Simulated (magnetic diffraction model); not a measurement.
# Magnetic neutron pattern of HoTmV₂Ni₂

Space group P6_3/mmc (no. 194), a = 3.8000 Å, c = 14.9060 Å.

```csv
site,atom,x,y,z
2a,Tm,0,0,0
2b,Ho,0,0,3/4
4f,Ni,1/3,2/3,0.1332
4f,V,1/3,2/3,0.6202
```

The compound is invented for this exercise: a known structure type with other elements, its cell scaled to their sizes and not relaxed.

Only Tm and Ho are taken to order (form factors of Tm3+ and Ho3+); orders and moment sizes are assumed, and not adapted to the symmetry. Radiation: neutrons of λ = 2.567 Å, 3° to 90°; isotropic B of 0.13 Å² (Tm), 0.12 Å² (Ho), 0.17 Å² (Ni) and 0.17 Å² (V). The intensities are simulated: I ∝ L Σ (|F_N|² + |F_M⊥|²) for unpolarised neutrons, with F_M = 2.695 fm/μB × Σ f(s) S exp(2πi Q·r) exp(−B s²) at Q = H ± k (one set where k and −k are equivalent), only the part normal to Q counting and L = 1/(sin²θ cos θ). For collinear order S is the moment m, which repeats by lattice and centring translations R with the sign exp(−2πi k·R). Form factors are spin-only for 3d ions and dipole or tabulated for f ions, scattering lengths are Sears's of 1992, and absorption is left out. A label names one of the reflections at its angle. The strongest nuclear line in the range is 100, and lines under 0.2 are left out.

Assume the order k = (0 1/2 0), collinear moments along [120], 4.5 μB on Tm and 7.2 μB on Ho; signs + at (0, 0, 0), + at (0, 0, 1/2), − at (0, 0, 3/4), − at (0, 0, 1/4).

Q: Where does magnetic intensity appear, and how strong is it?

```
2θ (°)       index  nuclear  magnetic
 19.83     (0 0 2)      2.1       0.0
 30.16   (0 1/2 2)      0.0      78.0
 39.48  (1 -1/2 0)      0.0       2.6
 40.29     (0 0 4)      1.1       0.0
 44.56  (1 -1/2 2)      0.0      79.9
 45.91     (1 0 0)      3.6       0.0
 46.63   (0 1/2 4)      0.0       2.8
 47.08     (1 0 1)     48.5       0.0
 55.78     (1 0 3)     23.7       0.0
 57.69  (1 -1/2 4)      0.0       2.3
 62.12   (1 1/2 0)      0.0       0.8
 62.21     (0 0 6)      0.8       0.0
 62.71     (1 0 4)    100.0       0.0
 65.90   (1 1/2 2)      0.0      35.0
 67.04   (0 1/2 6)      0.0      30.5
 71.03     (1 0 5)     34.0       0.0
 75.16   (0 3/2 2)      0.0       2.2
 76.23  (1 -1/2 6)      0.0      27.2
 76.68   (1 1/2 4)      0.0       1.5
 80.68     (1 0 6)      2.0       0.0
 84.99     (1 1 0)     67.6       0.0
 85.51   (0 3/2 4)      0.0       0.3
 87.08     (0 0 8)     19.9       0.0
 88.39     (1 1 2)      1.0       0.0
 89.35  (2 -1/2 0)      0.0       0.9
```

The strongest magnetic line in the range is (1 -1/2 2) at 44.56° (79.9). On top of the Lorentz factor, which all lines share, magnetic lines fade with angle because f falls: for Tm3+ it is 0.97, 0.87, 0.75 and 0.49 at sin θ/λ = 0.1, 0.2, 0.3 and 0.5 Å⁻¹, while nuclear lengths stay constant. The order has no net moment.

[Logs are printed without paths, hosts, clocks, repeated set-up lines and the standing remarks that a program may print on its own settings, such as how far it seeks lower states.]
